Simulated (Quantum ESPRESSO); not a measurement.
# Mo (Im-3m): coupling and resistivity with EPW

How strongly do phonons scatter the electrons of Mo (Im-3m), and how dense must the meshes be?

Method: DFT PBEsol, scalar-relativistic, plane waves, PseudoDojo 0.4.1 norm-conserving pseudopotentials, in Quantum ESPRESSO 7.5.

The experiments to compare with:

“Localization of electronic states resulting from electronic topological transitions in the Mo1-xRex alloys: A photoemission study” (2020, arxiv:2005.12835) quotes from earlier work for Mo (from earlier experiments): superconducting transition temperature (superconducting transition temperature, x = 0) 0.9 K.

This is a report of a sequence of runs, with most program output left out.

### Step 1. Set-up

Symmetry: Im-3m, No. 229, cubic system. Conventional cell: a = 3.147 Å, b = 3.147 Å, c = 3.147 Å, α = 90.00°, β = 90.00°, γ = 90.00°. Nearest to Mo lie 8 Mo at 2.73 Å.

### Step 2. Relaxation

The cell is relaxed under the functional used for all that follows.

relax.in reads:

```
 &control
    calculation='vc-relax',
    prefix='x',
    outdir='./tmp',
    pseudo_dir='./pseudo',
    tprnfor=.true.,
    tstress=.true.,
    etot_conv_thr=1.0d-05,
    forc_conv_thr=4.0d-04,
 /
 &system
    ibrav=0,
    nat=1,
    ntyp=1,
    ecutwfc=80.0,
    occupations='smearing',
    smearing='mv',
    degauss=0.02,
 /
 &electrons
    conv_thr=1.0d-11,
 /
 &ions
 /
 &cell
    press_conv_thr=0.4,
 /
ATOMIC_SPECIES
 Mo     95.9500  Mo.upf
CELL_PARAMETERS angstrom
    -1.573415000    1.573415000    1.573415000
     1.573415000   -1.573415000    1.573415000
     1.573415000    1.573415000   -1.573415000
ATOMIC_POSITIONS crystal
 Mo     0.000000000   0.000000000   0.000000000
K_POINTS automatic
 12 12 12 0 0 0
```

Started as:

```
> OMP_NUM_THREADS=1 mpirun -n 8 pw.x -nk 8 -in relax.in > relax.out
```

Run time: 18 s. Hardware: 8 MPI ranks of Arm Neoverse N1, shared host.

This step gave:

| Property | Result |
| --- | --- |
| free energy | -1912.3187 eV |
| pressure | -0.01200 GPa |
| volume per atom | 15.35 Å³/atom |

The volume ends at 15.35 Å³ an atom, -1.5 % from the start.

### Step 3. Ground state

Linear response needs a tightly converged ground state.

scf.in reads:

```
 &control
    calculation='scf',
    prefix='x',
    outdir='./tmp',
    pseudo_dir='./pseudo',
    tprnfor=.true.,
    tstress=.true.,
 /
 &system
    ibrav=0,
    nat=1,
    ntyp=1,
    ecutwfc=80.0,
    occupations='smearing',
    smearing='mv',
    degauss=0.02,
 /
 &electrons
    conv_thr=1.0d-12,
 /
ATOMIC_SPECIES
 Mo     95.9500  Mo.upf
CELL_PARAMETERS angstrom
    -1.565478400    1.565478400    1.565478400
     1.565478400   -1.565478400    1.565478400
     1.565478400    1.565478400   -1.565478400
ATOMIC_POSITIONS crystal
 Mo     0.000000000   0.000000000   0.000000000
K_POINTS automatic
 12 12 12 0 0 0
```

Started as:

```
> OMP_NUM_THREADS=1 mpirun -n 8 pw.x -nk 8 -in scf.in > scf.out
```

Wall time 4.9 s (8 MPI ranks).

Numbers from this step:

```yaml
fermi_energy: 21.58 eV
```

The Fermi level lies at 21.58 eV and the pressure is -0.012 GPa.

### Step 4. Phonons on the coarse mesh

ph.x gives the dynamical matrices and the changes of the potential on a coarse q mesh, which EPW interpolates.

ph.in reads:

```
phonons
 &inputph
    prefix='x',
    outdir='./tmp',
    tr2_ph=1.0d-14,
    fildyn='x.dyn',
    fildvscf='dvscf',
    ldisp=.true.,
    nq1=4,
    nq2=4,
    nq3=4,
    alpha_mix(1)=0.5,
    amass(1)=95.95,
 /
```

Started as:

```
> OMP_NUM_THREADS=1 mpirun -n 8 ph.x -nk 8 -in ph.in > ph.out
```

Wall time 19 min (8 MPI ranks); 2.6 h of CPU time.

This step gave:

```
lowest frequency off the zone centre                                            : 117.5 cm⁻¹
largest magnitude of the acoustic modes at the zone centre, before the sum rule : 9.072 cm⁻¹
```

Frequencies at the irreducible wavevectors:

```
  q1    q2     q3  star  mode 1 (cm⁻¹)  mode 2 (cm⁻¹)  mode 3 (cm⁻¹)
   0     0      0     1           -9.1           -9.1           -9.1
   0     0   0.25    12          117.5          138.2            202
   0     0   -0.5     6          154.7          207.2          277.9
   0  0.25   0.25    24          195.6          207.9          246.6
0.25  0.25   0.25     2          216.7          216.7          216.7
0.25  0.25  -0.25     6            149            149            250
0.25  -0.5   -0.5    12            181          237.6          246.2
-0.5  -0.5   -0.5     1          199.9          199.9          199.9
```

The lowest mode off the zone centre lies at 117 cm⁻¹ and the highest of all solved modes at 278 cm⁻¹, so the solved wavevectors are stable. The acoustic modes at the centre lie within 9.1 cm⁻¹ of zero before the sum rule is imposed.

### Step 5. Bands for the check

Bands on a path serve later as the test of the Wannier interpolation; inside the frozen window, points that lie on the coarse mesh match by construction, and those between them test it.

bands.in reads:

```
 &control
    calculation='bands',
    prefix='x',
    outdir='./tmp',
    pseudo_dir='./pseudo',
    verbosity='high',
 /
 &system
    ibrav=0,
    nat=1,
    ntyp=1,
    ecutwfc=80.0,
    occupations='smearing',
    smearing='mv',
    degauss=0.02,
    nbnd=30,
 /
 &electrons
    conv_thr=1.0d-10,
 /
ATOMIC_SPECIES
 Mo     95.9500  Mo.upf
CELL_PARAMETERS angstrom
    -1.565478400    1.565478400    1.565478400
     1.565478400   -1.565478400    1.565478400
     1.565478400    1.565478400   -1.565478400
ATOMIC_POSITIONS crystal
 Mo     0.000000000   0.000000000   0.000000000
K_POINTS crystal
73
 0.00000000 0.00000000 0.00000000 0.01369863
 0.02777778 -0.02777778 0.02777778 0.01369863
 0.05555556 -0.05555556 0.05555556 0.01369863
 0.08333333 -0.08333333 0.08333333 0.01369863
[the list of k-points goes on]
```

Started as:

```
> OMP_NUM_THREADS=1 mpirun -n 8 pw.x -nk 8 -in bands.in > bands.out
```

Run time: 8.4 s. Hardware: 8 MPI ranks; 66 s of CPU time.

### Step 6. States on the coarse mesh

Wannier functions need the states on a full uniform k mesh, and the couplings need it to be a multiple of the q mesh.

nscf.in reads:

```
 &control
    calculation='nscf',
    prefix='x',
    outdir='./tmp',
    pseudo_dir='./pseudo',
    verbosity='high',
 /
 &system
    ibrav=0,
    nat=1,
    ntyp=1,
    ecutwfc=80.0,
    occupations='smearing',
    smearing='mv',
    degauss=0.02,
    nbnd=30,
 /
 &electrons
    conv_thr=1.0d-11,
 /
ATOMIC_SPECIES
 Mo     95.9500  Mo.upf
CELL_PARAMETERS angstrom
    -1.565478400    1.565478400    1.565478400
     1.565478400   -1.565478400    1.565478400
     1.565478400    1.565478400   -1.565478400
ATOMIC_POSITIONS crystal
 Mo     0.000000000   0.000000000   0.000000000
K_POINTS crystal
512
 0.00000000 0.00000000 0.00000000 0.00195312
 0.00000000 0.00000000 0.12500000 0.00195312
 0.00000000 0.00000000 0.25000000 0.00195312
 0.00000000 0.00000000 0.37500000 0.00195312
[the list of k-points goes on]
```

Started as:

```
> OMP_NUM_THREADS=1 mpirun -n 8 pw.x -nk 8 -in nscf.in > nscf.out
```

Wall time 55 s (8 MPI ranks); 7.3 min of CPU time.

Numbers from this step:

| Item | Value |
| --- | --- |
| Fermi energy | 21.60 eV |

### Step 7. Wannier functions and couplings

Projections Mo s, p, d start 9 Wannier functions; states up to 2.5 eV over the Fermi level are frozen, and the projected functions are kept without the localisation step. Hamiltonian, force constants and couplings go to real space.

epw1.in reads:

```
--
 &inputepw
    prefix='x',
    outdir='./tmp',
    dvscf_dir='./save',
    elph=.true.,
    etf_mem=1,
    nbndsub=9,
    bands_skipped='exclude_bands = 1-4',
    use_ws=.true.,
    vme='wannier',
    asr_typ='crystal',
    nk1=8,
    nk2=8,
    nk3=8,
    nq1=4,
    nq2=4,
    nq3=4,
    amass(1)=95.95,
    epwwrite=.true.,
    epwread=.false.,
    wannierize=.true.,
    num_iter=0,
    dis_win_max=61.58,
    dis_froz_max=24.078,
    proj(1)='Mo:s;p;d',
    wdata(1)='dis_num_iter = 600',
    wdata(2)='guiding_centres = .true.',
    wdata(3)='num_print_cycles = 50',
    wdata(4)='dis_mix_ratio = 0.7',
    band_plot=.true.,
    filkf='path.dat',
    filqf='path.dat',
    fsthick=100.0,
    efermi_read=.true.,
    fermi_energy=21.5776,
 /
```

Started as:

```
> OMP_NUM_THREADS=1 mpirun -n 8 epw.x -nk 8 -in epw1.in > epw1.out
```

Elapsed: 11 min, on 8 MPI ranks; 85 min of CPU time.

Numbers from this step:

- r.m.s. error of the interpolated bands from 2 eV under to 1 eV over the Fermi level: 4.9 meV
- largest error in that range: 18.5 meV
- lowest interpolated frequency on the path: 0 cm⁻¹

Electronic bands along the path, in eV, zero at the Fermi level; # counts the bands kept:

```
          point     #1     #2     #3     #4    #5     #6     #7
              Γ  -7.22  -1.28  -1.28  -1.28  1.79   1.79  15.06
        halfway  -3.69  -2.66  -0.52  -0.52  1.02   3.63  15.47
              H  -5.49  -5.49   4.23   4.23  4.23   9.32   9.32
        halfway  -4.39  -3.32  -0.67   0.43  4.62   7.80  11.06
              N  -5.34  -3.38   1.79   1.84  2.48   5.03  12.01
        halfway  -5.23  -2.45  -1.48   1.21  1.26   1.96  15.07
              Γ  -7.22  -1.28  -1.28  -1.28  1.79   1.79  15.06
0.47 of the way  -4.40  -2.63  -2.63   1.76  1.76   2.86  16.12
              P  -2.56  -2.56  -2.56   2.61  2.61   9.86  11.88
0.53 of the way  -3.33  -3.33  -2.47   2.56  2.56  10.70  11.03
              H  -5.49  -5.49   4.23   4.23  4.23   9.32   9.32
```

The same for Wannier interpolation:

```
point     #1     #2     #3     #4    #5     #6     #7
    Γ  -7.22  -1.28  -1.28  -1.28  1.79   1.79  30.24
    H  -5.49  -5.49   4.23   4.23  4.23  10.73  10.73
    N  -5.34  -3.38   1.79   1.84  2.48   5.03  12.22
    Γ  -7.22  -1.28  -1.28  -1.28  1.79   1.79  30.24
    P  -2.56  -2.56  -2.56   2.61  2.61   9.86  11.99
    H  -5.49  -5.49   4.23   4.23  4.23  10.73  10.73
```

Phonon branches along the path, in cm⁻¹:

```
          point  branch 1  branch 2  branch 3
              Γ         0         0         0
        halfway       149       149       250
              H       200       200       200
        halfway       181       238       246
              N       155       207       278
        halfway       118       138       202
              Γ         0         0         0
0.47 of the way       161       161       202
              P       217       217       217
0.53 of the way       226       233       233
              H       200       200       200
```

Near the Fermi level the interpolated bands miss those of pw.x by 5 meV r.m.s. and 18 meV at most, each level matched to the nearest interpolated one; the r.m.s. value is under the 60 meV set for going on.

### Step 8. Coupling and Tc: fine k 20×20×20, q 10×10×10, width 0.15 eV, window 0.61 eV

The couplings are interpolated to a fine mesh near the Fermi level; their sum gives α²F and λ, and the linearised gap equation gives Tc.

a2f-1.in reads:

```
--
 &inputepw
    prefix='x',
    outdir='./tmp',
    dvscf_dir='./save',
    elph=.true.,
    etf_mem=1,
    nbndsub=9,
    bands_skipped='exclude_bands = 1-4',
    use_ws=.true.,
    vme='wannier',
    asr_typ='crystal',
    nk1=8,
    nk2=8,
    nk3=8,
    nq1=4,
    nq2=4,
    nq3=4,
    amass(1)=95.95,
    epwwrite=.false.,
    epwread=.true.,
    wannierize=.false.,
    nkf1=20,
    nkf2=20,
    nkf3=20,
    nqf1=10,
    nqf2=10,
    nqf3=10,
    mp_mesh_k=.true.,
    ephwrite=.true.,
    eliashberg=.true.,
    liso=.true.,
    limag=.true.,
    tc_linear=.true.,
    tc_linear_solver='lapack',
    fsthick=0.61,
    degaussw=0.15,
    degaussq=0.5,
    nqstep=500,
    muc=0.13,
    wscut=0.3,
    nsiter=500,
    nstemp=7,
    temps=0.5 1.0 2.0 4.0 8.0 16.0 32.0,
 /
```

Started as:

```
> OMP_NUM_THREADS=1 mpirun -n 8 epw.x -nk 8 -in a2f-1.in > a2f-1.out
```

Run time: 3.9 min. Hardware: 8 MPI ranks; 31 min of CPU time.

This step gave:

```
coupling constant λ                  : 0.4168
log mean phonon energy ħω_log        : 23.51 meV
density of states at the Fermi level : 0.3239 states/eV a spin and cell
Fermi level on the fine mesh         : 21.72 eV
```

The a2F has structure finer than the step of the table below, so its rows give means over 1 meV, whole bins alone (the curve runs from 0.076 to 37.7 meV). Peaks (meV: height): 20.4: 0.474, 22.5: 0.447, 24.0: 0.419, 25.6: 0.473, 27.7: 0.331, 31.0: 0.439, 32.5: 0.374.

A2F against phonon energy; means over each step:

phonon energy (meV), a2F and a bar:
```
        5      0.000 
        6      0.003 
        7      0.008 #
        8      0.002 
        9      0.004 
       10      0.001 
       11      0.011 #
       12      0.020 ##
       13      0.013 #
       14      0.023 ##
       15      0.010 #
       16      0.069 #####
       17      0.122 ##########
       18      0.160 ############
       19      0.173 #############
       20      0.313 ########################
       21      0.313 ########################
       22      0.316 #########################
       23      0.354 ###########################
       24      0.377 #############################
       25      0.376 #############################
       26      0.350 ###########################
       27      0.212 ################
       28      0.305 ########################
       29      0.266 #####################
       30      0.271 #####################
       31      0.386 ##############################
       32      0.320 #########################
       33      0.214 #################
       34      0.038 ###
       35      0.007 #
       36      0.000 
       37      0.000
```

λ = 0.417 and ħω_log = 23.5 meV. The eigenvalue passes 1 near 1.4 K.

### Step 9. Resistivity: fine k 24×24×24, q 12×12×12, adaptive width, window 0.32 eV

The Boltzmann equation is solved by iteration on a fine mesh; only states within the window around the Fermi level enter.

bte-1.in reads:

```
--
 &inputepw
    prefix='x',
    outdir='./tmp',
    dvscf_dir='./save',
    elph=.true.,
    etf_mem=1,
    nbndsub=9,
    bands_skipped='exclude_bands = 1-4',
    use_ws=.true.,
    vme='wannier',
    asr_typ='crystal',
    nk1=8,
    nk2=8,
    nk3=8,
    nq1=4,
    nq2=4,
    nq3=4,
    amass(1)=95.95,
    epwwrite=.false.,
    epwread=.true.,
    wannierize=.false.,
    nkf1=24,
    nkf2=24,
    nkf3=24,
    nqf1=12,
    nqf2=12,
    nqf3=12,
    mp_mesh_k=.true.,
    scattering=.true.,
    iterative_bte=.true.,
    epmatkqread=.false.,
    assume_metal=.true.,
    int_mob=.false.,
    carrier=.false.,
    ngaussw=-99,
    mob_maxiter=200,
    broyden_beta=0.7,
    fsthick=0.32,
    degaussw=0.0,
    nstemp=6,
    temps=150 200 273 300 400 500,
    restart=.false.,
    selecqread=.false.,
 /
```

Started as:

```
> OMP_NUM_THREADS=1 mpirun -n 8 epw.x -nk 8 -in bte-1.in > bte-1.out
```

Run time: 5.2 min. Hardware: 8 MPI ranks; 42 min of CPU time.

This step gave:

```
iterations           : 25
resistivity at 300 K : 5.080 μΩ cm
```

Resistivity, by row:

```
T (K)  rho_xx (μΩ cm)  rho_yy  rho_zz  relaxation-time approximation, mean of the axes (μΩ cm)
  150           2.454   2.454   2.454                                                    2.553
  200           3.163   3.163   3.163                                                     3.29
  273           4.515   4.515   4.515                                                    4.688
  300            5.08    5.08    5.08                                                    5.271
  400           7.329   7.329   7.329                                                    7.589
  500           9.653   9.653   9.653                                                    9.989
```

ρ(300 K) = 5.08 μΩ cm; the relaxation-time start gave 5.27. One mesh does not show convergence. The largest adaptive width printed is 0.70 eV, against a window of 0.32 eV outside which no state is counted.

### Step 10. Resistivity, input with a fault, fine q mesh 8×8×8, fine mesh 8×8×8

Another input is tried.

bad.in, as its differences from bte-1.in of step 9:

```diff
@@ -22,8 +22,8 @@
     wannierize=.false.,
-    nkf1=24,
-    nkf2=24,
-    nkf3=24,
-    nqf1=12,
-    nqf2=12,
-    nqf3=12,
+    nkf1=8,
+    nkf2=8,
+    nkf3=8,
+    nqf1=8,
+    nqf2=8,
+    nqf3=8,
     mp_mesh_k=.true.,
```

Started as:

```
> OMP_NUM_THREADS=1 mpirun -n 8 epw.x -nk 8 -in bad.in > bad.out
```

Wall time 54 s (8 MPI ranks); 7.2 min of CPU time.

Numbers from this step:

```
iterations           : 26
resistivity at 300 K : 2.785 μΩ cm
```

Resistivity, by row:

```
T (K)  rho_xx (μΩ cm)  rho_yy  rho_zz  relaxation-time approximation, mean of the axes (μΩ cm)
  150           1.361   1.361   1.361                                                    1.595
  200           1.947   1.947   1.947                                                    2.258
  273           2.577   2.577   2.577                                                    2.924
  300           2.785   2.785   2.785                                                    3.135
  400           3.571   3.571   3.571                                                    3.951
  500           4.389   4.389   4.389                                                    4.798
```

This input has a fine mesh far too coarse, and its ρ(300 K) = 2.79 μΩ cm is no result.

Between step 9 and this run (fine q mesh 8×8×8 and fine mesh 8×8×8) the value for the resistivity at 300 K moves from 5.08 μΩ cm to 2.79 μΩ cm (-45 %).

### Step 11. Resistivity: fine k 32×32×32, q 16×16×16, adaptive width, window 0.32 eV

At these temperatures only states within a few k_B T of the Fermi level carry current, so the mesh must be dense; it is refined.

bte-2.in, as its differences from bad.in of step 10:

```diff
@@ -22,8 +22,8 @@
     wannierize=.false.,
-    nkf1=8,
-    nkf2=8,
-    nkf3=8,
-    nqf1=8,
-    nqf2=8,
-    nqf3=8,
+    nkf1=32,
+    nkf2=32,
+    nkf3=32,
+    nqf1=16,
+    nqf2=16,
+    nqf3=16,
     mp_mesh_k=.true.,
```

Started as:

```
> OMP_NUM_THREADS=1 mpirun -n 8 epw.x -nk 8 -in bte-2.in > bte-2.out
```

It took 13 min on 8 MPI ranks.

Numbers from this step:

- iterations: 25
- resistivity at 300 K: 3.746 μΩ cm

Resistivity, by row:

```
T (K)  rho_xx (μΩ cm)  rho_yy  rho_zz  relaxation-time approximation, mean of the axes (μΩ cm)
  150           1.782   1.782   1.782                                                    1.805
  200           2.343   2.343   2.343                                                    2.389
  273           3.335   3.335   3.335                                                    3.423
  300           3.746   3.746   3.746                                                    3.852
  400           5.418   5.418   5.418                                                    5.607
  500           7.214   7.214   7.214                                                    7.503
```

ρ(300 K) = 3.75 μΩ cm, against 5.08 before (-26 %); the relaxation-time start gave 3.85. The largest adaptive width printed is 0.52 eV, against a window of 0.32 eV outside which no state is counted.

### Step 12. Coupling and Tc: fine k 32×32×32, q 16×16×16, width 0.1 eV, window 0.41 eV

The sum is repeated with other meshes, delta width and window to test it.

a2f-2.in reads:

```
--
 &inputepw
    prefix='x',
    outdir='./tmp',
    dvscf_dir='./save',
    elph=.true.,
    etf_mem=1,
    nbndsub=9,
    bands_skipped='exclude_bands = 1-4',
    use_ws=.true.,
    vme='wannier',
    asr_typ='crystal',
    nk1=8,
    nk2=8,
    nk3=8,
    nq1=4,
    nq2=4,
    nq3=4,
    amass(1)=95.95,
    epwwrite=.false.,
    epwread=.true.,
    wannierize=.false.,
    nkf1=32,
    nkf2=32,
    nkf3=32,
    nqf1=16,
    nqf2=16,
    nqf3=16,
    mp_mesh_k=.true.,
    ephwrite=.true.,
    eliashberg=.true.,
    liso=.true.,
    limag=.true.,
    tc_linear=.true.,
    tc_linear_solver='lapack',
    fsthick=0.41,
    degaussw=0.1,
    degaussq=0.5,
    nqstep=500,
    muc=0.13,
    wscut=0.3,
    nsiter=500,
    nstemp=7,
    temps=0.5 1.0 2.0 4.0 8.0 16.0 32.0,
 /
```

Started as:

```
> OMP_NUM_THREADS=1 mpirun -n 8 epw.x -nk 8 -in a2f-2.in > a2f-2.out
```

It took 15 min on 8 MPI ranks; 2 h of CPU time.

This step gave:

| Item | Value |
| --- | --- |
| coupling constant λ | 0.4962 |
| log mean phonon energy ħω_log | 23.69 meV |
| density of states at the Fermi level | 0.3069 states/eV a spin and cell |
| Fermi level on the fine mesh | 21.74 eV |

The a2F by phonon energy; read off at these points:

```
phonon energy (meV)      a2F
                3.0        0
                4.0  0.00183
                5.0   5.5e-4
                6.0   5.5e-4
                7.0  0.00664
                8.0  0.00315
                9.0  0.00620
               10.0  0.00257
               11.0   0.0153
               12.0   0.0165
               13.0   0.0122
               14.0   0.0249
               15.0   0.0300
               16.0   0.0293
               17.0   0.0655
               18.0   0.0786
               19.0    0.215
               20.0    0.333
               21.0    0.424
               22.0    0.492
               23.0    0.497
               24.0    0.543
               24.3    0.591
               25.0    0.504
               26.0    0.494
               27.0    0.382
               28.0    0.316
               29.0    0.314
               30.0    0.245
               31.0    0.392
               31.3    0.402
               32.0    0.352
               33.0    0.164
               34.0   0.0426
               35.0  0.00127
               36.0        0
```

Tc lies where the eigenvalue is 1; mu* = 0.13. Eigenvalue against temperature:

```
T (K)  largest eigenvalue of the linearised gap equation
  0.5                                              1.666
    1                                              1.417
    2                                               1.17
    4                                             0.9247
    8                                             0.6829
   16                                             0.4481
   32                                             0.2255
```

λ = 0.496 and ħω_log = 23.7 meV, against 0.417 and 23.5 with fine k 20×20×20, q 10×10×10, width 0.15 eV (+19 % in λ). The eigenvalue passes 1 near 3.2 K.

[end of part 1 of 2]

[The logs of pw.x and epw.x are selected lines.]

[Logs are printed without paths, hosts, clocks, repeated set-up lines and the standing remarks that a program may print on its own settings, such as how far it seeks lower states.]

[Hosts, paths, dates, database ids (printed as entryN), source tags and the programs' standing remarks are cut or masked in the printed files.]
